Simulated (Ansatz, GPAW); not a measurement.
# 1T-SnS2 under H-SiSi-Cl chair, AB: simulated STM images, part 2 of 2

Aim: Tersoff-Hamann images of 1T-SnS2 under H-SiSi-Cl chair, AB at several biases.

GPAW 26.7.0 and Ansatz 0.2.0; Ansatz plane waves; layer without images along its normal, relaxation of atoms and in-plane cell, with D3(BJ) dispersion; PAW set soft_1 (the session's first sound run).

So far, upper work function (eV): step 3 (the slab's potential) 4.35.

## (4) A second plane-wave code (continued)

Electrostatic potential energy in the ca plane at fractional y = 0.000, with atoms of Sn and Cl and Si within 0.2 Å of it. With pseudopotentials it is smooth inside the atoms' cores, unlike the true potential.

Ten even steps from '0' (-37 eV) to '9' (3 eV), each cell a mean:
```
99999999998616951689999850002621304899999999
99999999998741114799999984126752137899999999
99999999999875567899999998889887778899999999
99999999988888888889999999999998888889999999
99999999988889998888999999999999887889999999
99999999988888888888999999999999887889999999
99999999998887778889999999999988888899999999
99999999999863236899999997568875467899999999
99999999998723522789999961004630015899999999
99999999998518971689999840001512613799999999
```
Columns run along c (16.0 Å, from fractional 0.06 to 0.44 of the cell; values clipped at the 3rd and 97th percentile), rows up along a (3.8 Å). Atoms in or near the plane, at fractional coordinates: Sn at (0.18, 0.00), Cl at (0.29, 0.00), Si at (0.34, 0.00).

ELF in the ca plane at fractional y = 0.000, with atoms of Sn and Cl and Si within 0.2 Å of it. It is the smooth field of the valence electrons, not physical close to the nuclei.

Ten even steps from '0' (0.00) to '9' (0.89), each cell a mean:
```
00012200022100016996689734454200000000000000
01123221223210004899987546886310000000000000
24555322235543101689974359997311110000000000
56777522257776300145421147886334553100000000
67887521257887510000000035764346886300000000
67877521257787400012110136875345775200000000
45666422246665200478752258996322331000000000
12343322233431002899986458997310000000000000
00122210122210005998888634675200000000000000
00012100012100016984389734333200000000000000
```
Columns run along c (16.0 Å, from fractional 0.12 to 0.50 of the cell), rows up along a (3.8 Å). Atoms in or near the plane, at fractional coordinates: Sn at (0.18, 0.00), Cl at (0.29, 0.00), Si at (0.34, 0.00).

In a gap the Fermi level hangs on smearing and numerics; here the upper work functions are 4.358 and 4.349 eV; the step between the faces is -1.2 against -1.2 eV.

## (5) Side by side

Results and costs are gathered.

This step: comparison of work functions, dipole and cost; PAW set soft_1 (GPAW 26.7.0).

Ladder, by row:

```tsv
step	code	work function, upper (eV)	work function, lower (eV)	dipole (e Å)	wall time (s)	peak memory (GiB)	threads
pw	GPAW	4.349	5.59	0.08404	143.9	0.79	1
ansatz	Ansatz	4.358	5.594	0.08394	4.19	0.96	4
```

## (6) A changed run

One more run, with changed settings.

This step: GPAW, PAW setups; slab in vacuum (GPAW 26.7.0).

Input file run.py:

```python
import json
import numpy as np
from ase import Atoms
from gpaw import GPAW, PW

slab = Atoms(
    ['S', 'Sn', 'S', 'Cl', 'Si', 'Si', 'H'],
    positions=[
        [1.88396, 1.08771, 7.00000],
        [-0.00000, 0.00000, 8.44730],
        [-0.00000, 2.17541, 9.89388],
        [-0.00000, 0.00000, 12.94202],
        [-0.00000, 0.00000, 15.00690],
        [1.88396, 1.08771, 15.78548],
        [1.88396, 1.08771, 17.28743]],
    cell=[[3.76792, 0.0, -0.0], [-1.88396, 3.26312, 0.0], [-0.0, 0.0, 24.2874]],
    pbc=[True, True, False])

slab.calc = GPAW(mode=PW(500), xc='PBE', kpts={'size': (9, 9, 1), 'gamma': True},
                 occupations={'name': 'fermi-dirac', 'width': 0.05}, nbands='100%',
                 convergence={'density': 1e-05}, maxiter=75,
                 poissonsolver={'dipolelayer': 'xy'},
                 symmetry={'tolerance': 1e-3}, txt='slab.txt')
result = {}
energy = slab.get_potential_energy()
fermi = slab.calc.get_fermi_level()
v = slab.calc.get_electrostatic_potential().mean((0, 1)) - fermi
n = slab.calc.get_pseudo_density().mean((0, 1))
L = slab.cell[2, 2]
z = np.arange(len(v)) * L / len(v)
low, high = slab.positions[:, 2].min(), slab.positions[:, 2].max()
below, above = np.interp([low - 4.8, high + 4.8], z, v)
slopes = [np.interp(x, z, np.gradient(v, z)) for x in (low - 4.8, high + 4.8)]
eps = np.array([[slab.calc.get_eigenvalues(k, s) for k in range(len(slab.calc.get_ibz_k_points()))]
                for s in range(slab.calc.get_number_of_spins())]) - fermi
top, bottom = eps[eps < 0].max(), eps[eps > 0].min()
dipole = slab.get_dipole_moment()[2]
print(f'energy {energy:.4f} eV, Fermi level {fermi:.4f} eV, dipole {dipole:.5f} e A')
print(f'potential 4.8 A off the faces, from the Fermi level: lower {below:.4f} eV, upper {above:.4f} eV')
print(f'slope of the potential there: lower {slopes[0]:.5f}, upper {slopes[1]:.5f} eV/A')
print(f'nearest levels on the mesh: {top:.4f} and {bottom:.4f} eV')
print('magnetic moment', round(slab.get_magnetic_moment(), 3))
result.update(energy=energy, fermi=fermi, dipole=dipole, below=below, above=above, slopes=slopes, edges=[top, bottom],
              z=z.tolist(), v=v.tolist(), n=n.tolist(), positions=slab.positions.tolist(),
              forces=slab.get_forces(apply_constraint=False).tolist(), moments=slab.get_magnetic_moments().tolist())
json.dump(result, open('result.json', 'w'))
```

Launch:

```console
$ OMP_NUM_THREADS=1 OPENBLAS_NUM_THREADS=1 python run.py
```

Wall time 21 s (1 thread of AMD EPYC 9R14 (Zen 4), shared host); peak memory 0.28 GiB.

The run ended with an error.

The program's message: “ValueError: zero-size array to reduction operation minimum which has no identity”

The change that led to it: nbands = "100 % of the filled bands".

## (7) Results

```yaml
work_function_upper_and_lower_face_fermi_level_placed_in_the_gap_by_the_smearing: 4.349 and 5.589 eV
ionisation_energy_from_the_upper_face_highest_filled_level_on_the_mesh: 4.61 eV
electron_affinity_from_the_upper_face_lowest_empty_kohn_sham_level_on_the_mesh: 4.04 eV
dipole_along_the_normal: 0.0840 e Å
corrugation_at_1_v: 0.112 Å
```

At 1 V the tip height varies by 0.11 Å over the cell. Negative sample bias images filled states, positive bias empty ones. The two faces differ by 1.2 eV, the step that the slab's dipole makes (e p/(ε0 A) gives 1.2 eV), so the dipole layer is needed. The levels nearest the Fermi level on the mesh lie 0.569 eV apart, so the slab is gapped there: the smearing puts the Fermi level inside the gap, and from either face the ionisation energy is the work function plus 0.26 eV. Both are Kohn-Sham levels on the mesh, and semilocal gaps are too small, so the affinity tends to come out too large and the ionisation energy too small. The images are of Tersoff-Hamann type: an s-wave tip, no tip-sample forces, heights closer than in a microscope. The layers' spacing was relaxed with a D3(BJ) dispersion term, which the later single points do not need. The two layers were forced onto one 1×1 cell, so each is strained from its own lattice constant, in some pairs by much; the numbers describe this forced stack. Biases count from a Fermi level whose place in the gap is arbitrary, so only their reach past the band edges has a meaning. The layer's cell and atoms come from the relaxation; spin-orbit coupling and temperature are left out.

[Logs are printed without paths, hosts, clocks, repeated set-up lines and the standing remarks that a program may print on its own settings, such as how far it seeks lower states.]

[Hosts, paths, dates, database ids (printed as entryN), source tags and the programs' standing remarks are cut or masked in the printed files.]
